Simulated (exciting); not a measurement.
# Electron–core-hole interaction in the O K spectrum of ThSeO, part 2 of 2

How far do the exchange and direct terms reshape the O K edge of ThSeO?

exciting sodium; X-ray absorption, core-level Bethe-Salpeter equation, exchange and statically screened direct term, Tamm-Dancoff, all-electron LAPW+lo LDA.

So far. Step 5 (Independent particles): Maxima (height): 2.6 eV (0.58), 6.2 eV (0.89), 11.6 eV (0.36), 12.9 eV (0.35) and 15.0 eV (0.37); 3 lower ones aren't listed. Against the singlet run the r.m.s. difference is 58 %. Moving the earlier curve by +1.7 eV leaves 29 %. The highest maximum lies at 6.2 eV (0.89), against 0.8 eV (1.00). Step 6 (Exchange alone): Maxima (height): 2.6 eV (0.55), 6.2 eV (0.88), 11.6 eV (0.37), 12.9 eV (0.35) and 15.0 eV (0.38); 3 lower ones aren't listed.

## (8) Coarser mesh

Changed against the first singlet run: k mesh from 3×3×2 to 2×2×1.

The input, input.xml:

```
<input>
  <title>ThSeO</title>
  <structure speciespath="." autormt="false" epslat="1.0e-5">
    <crystal>
      <basevect>7.6307140898 0.0000000000 0.0000000000</basevect>
      <basevect>0.0000000000 7.6307140898 0.0000000000</basevect>
      <basevect>0.0000000000 0.0000000000 13.2847746537</basevect>
    </crystal>
    <species speciesfile="Th.xml" rmt="2.464">
      <atom coord="0.5000000000 0.0000000000 0.8200000000"/>
      <atom coord="0.0000000000 0.5000000000 0.1800000000"/>
    </species>
    <species speciesfile="Se.xml" rmt="2.300">
      <atom coord="0.5000000000 0.0000000000 0.3700000000"/>
      <atom coord="0.0000000000 0.5000000000 0.6300000000"/>
    </species>
    <species speciesfile="O.xml" rmt="1.904">
      <atom coord="0.5000000000 0.5000000000 0.0000000000"/>
      <atom coord="0.0000000000 0.0000000000 0.0000000000"/>
    </species>
  </structure>
  <groundstate do="skip" xctype="LDA_PW" ngridk="4 4 2" rgkmax="7" gmaxvr="14" nempty="8" swidth="0.001" maxscl="100" epsengy="1e-5"/>
  <xs xstype="BSE" ngridk="2 2 1" ngridq="2 2 1" vkloff="0.097 0.273 0.493" rgkmax="7" nempty="67" gqmax="3" lmaxapwwf="5" lmaxemat="2" broad="0.01654" tevout="true">
    <energywindow intv="18.056 19.673" points="439"/>
    <screening screentype="full" nempty="95"/>
    <BSE xas="true" xasspecies="3" xasatom="1" xasedge="K" bsetype="singlet" nstlxas="1 63"/>
    <qpointset>
      <qpoint>0 0 0</qpoint>
    </qpointset>
    <plan>
      <doonly task="xsgeneigvec"/>
      <doonly task="writepmatxs"/>
      <doonly task="scrgeneigvec"/>
      <doonly task="scrwritepmat"/>
      <doonly task="screen"/>
      <doonly task="scrcoulint"/>
      <doonly task="exccoulint"/>
    </plan>
  </xs>
</input>
```

The input, input.xml for the last start (plan only):

```
  <plan>
    <doonly task="bse"/>
  </plan>
```

The run is started by

```console
> OMP_NUM_THREADS=1 mpirun -n 4 exciting
> OMP_NUM_THREADS=4 exciting
```

Numbers of over 12 decimals in the logs are rounded to 6 here.

The program printed:

```text
| EXCITING SODIUM started for task xsgeneigvec ( 301)                          =
One-shot GS runs for BSE calculations
One-shot GS runs for k+qmt/2 grids
Info(xsgeneigvec): Generating eigenvectors for Q-point      1
Info(xsgeneigvec): Generation of eigenvectors finished
| EXCITING SODIUM started for task writepmatxs ( 320)                          =
Info(writepmatxs): Momentum matrix elements finished
| EXCITING SODIUM started for task scrgeneigvec ( 401)                         =
One-shot GS runs for BSE calculations
One-shot GS runs for k+qmt/2 grids
[...]
Info(setup_bse_block): Setting up RR part of hamiltonian
Info(setup_bse_block): Singlet spin state
Info(bse): Diagonalizing RR Hamiltonian (TDA)
Info(bse): Invoking Lapack routine ZHEEVR
       504 eigen solutions found in the interval:
         i1=       1 i2=     504
Info(bse): Writing excition energies and oscillator strengths to text file.
Info(makespectrum_dist): Making spectrum using formula for coupling with time reversed AR basis.
Info(makespectrum_dist): Using formalism for vanishing momentum transfer.
Info(writederived): Writing quantities derived from the macroscopic dielectric function.
Info(bselauncher): Spectrum finished for iqmt=  1
Info(bselauncher): All done for BSE type singlet
```

The job ended after 2.9 min (4 MPI ranks of Arm Neoverse V1, shared host).

These settings are cheaper. The spectrum differs from the singlet run by 17 % r.m.s. The highest maximum lies at 4.3 eV (1.07), against 0.8 eV (1.00). The first bright state moves from 0.50 to 0.20 eV. The lowest bare transition of this run lies at 0.83 eV, against 0.35. A coarse mesh samples few band energies, and it inflates the long-range part of the attraction.

```
E (eV)  first run  this run
  -3.0       0.03      0.03
  -2.0       0.05      0.05
  -1.0       0.10      0.09
   0.0       0.35      0.34
   1.0       0.99      0.91
   2.0       0.73      0.58
   3.0       0.66      0.64
   4.0       0.86      0.97
   5.0       0.70      0.77
   6.0       0.45      0.45
   7.0       0.32      0.29
   8.0       0.20      0.43
   9.0       0.25      0.26
  10.0       0.28      0.28
  11.0       0.28      0.21
  12.0       0.24      0.18
  13.0       0.22      0.14
  14.0       0.24      0.16
  15.0       0.23      0.22
  16.0       0.16      0.18
  17.0       0.16      0.25
  18.0       0.17      0.18
  19.0       0.18      0.20
  20.0       0.13      0.16
  21.0       0.15      0.14
  22.0       0.12      0.11
  23.0       0.13      0.15
```

## (9) The levels of theory side by side

```csv
level,curve passes 0.15 (eV),highest maximum (eV),its height
IP,0.9,6.2,0.89
RPA,0.9,6.2,0.88
singlet,-0.6,0.8,1.00
```

```csv
E (eV),IP,RPA,singlet
-3.0,0.01,0.01,0.03
-2.0,0.02,0.02,0.05
-1.0,0.03,0.03,0.10
0.0,0.06,0.05,0.35
1.0,0.18,0.17,0.99
2.0,0.44,0.41,0.73
3.0,0.49,0.48,0.66
4.0,0.47,0.45,0.86
5.0,0.70,0.67,0.70
6.0,0.87,0.86,0.45
7.0,0.66,0.67,0.32
8.0,0.42,0.44,0.20
9.0,0.25,0.26,0.25
10.0,0.30,0.30,0.28
11.0,0.34,0.34,0.28
12.0,0.33,0.33,0.24
13.0,0.34,0.34,0.22
14.0,0.28,0.28,0.24
15.0,0.37,0.38,0.23
16.0,0.25,0.26,0.16
17.0,0.20,0.21,0.16
18.0,0.21,0.21,0.17
19.0,0.24,0.25,0.18
20.0,0.21,0.22,0.13
21.0,0.20,0.20,0.15
22.0,0.18,0.18,0.12
23.0,0.17,0.17,0.13
```

## (10) What came out

```
absorber and edge   : O K, atom 5
surroundings        : 4 Th at 2.38 Å (tetrahedral, site symmetry -4m2)
first bright state  : 0.50 eV from the Kohn–Sham onset, on this mesh
highest maximum     : 0.8 eV
cost of the BSE run : 14 min on 4 MPI ranks of Arm Neoverse V1, shared host; the last task ran on as many threads
```

**Reading.** Is a core exciton bound? Undecided on this mesh: the first bright state (over 5 % of the brightest) lies at 0.50 eV from the Kohn–Sham onset and at 0.15 eV from the lowest bare transition of its own mesh; weaker or dark states reach down to -0.04 eV. Exchange alone changes the independent-particle spectrum by 3 % r.m.s. Binding energies aren't converged on 18 k points, and fine structure above the first lines is partly noise of the mesh. Exchange and the short-range direct term aren't converged in the kernel cutoff. The zero comes from the unshifted 4×4×2 ground-state mesh; it is exact only where the band minimum lies on that mesh. The Kohn–Sham onset, 503 eV, is no photon energy: the scale needs a rigid shift. No quasiparticle correction widens the gap or stretches the bands. Vibrations and energy-dependent lifetimes are left out. The structure is a published determination, not relaxed.

[Banner, clock and machine lines of the logs are left out without a mark of their own.]

[Logs are printed without paths, hosts, clocks, repeated set-up lines and the standing remarks that a program may print on its own settings, such as how far it seeks lower states.]

[Hosts, paths, dates, database ids (printed as entryN), source tags and the programs' standing remarks are cut or masked in the printed files.]
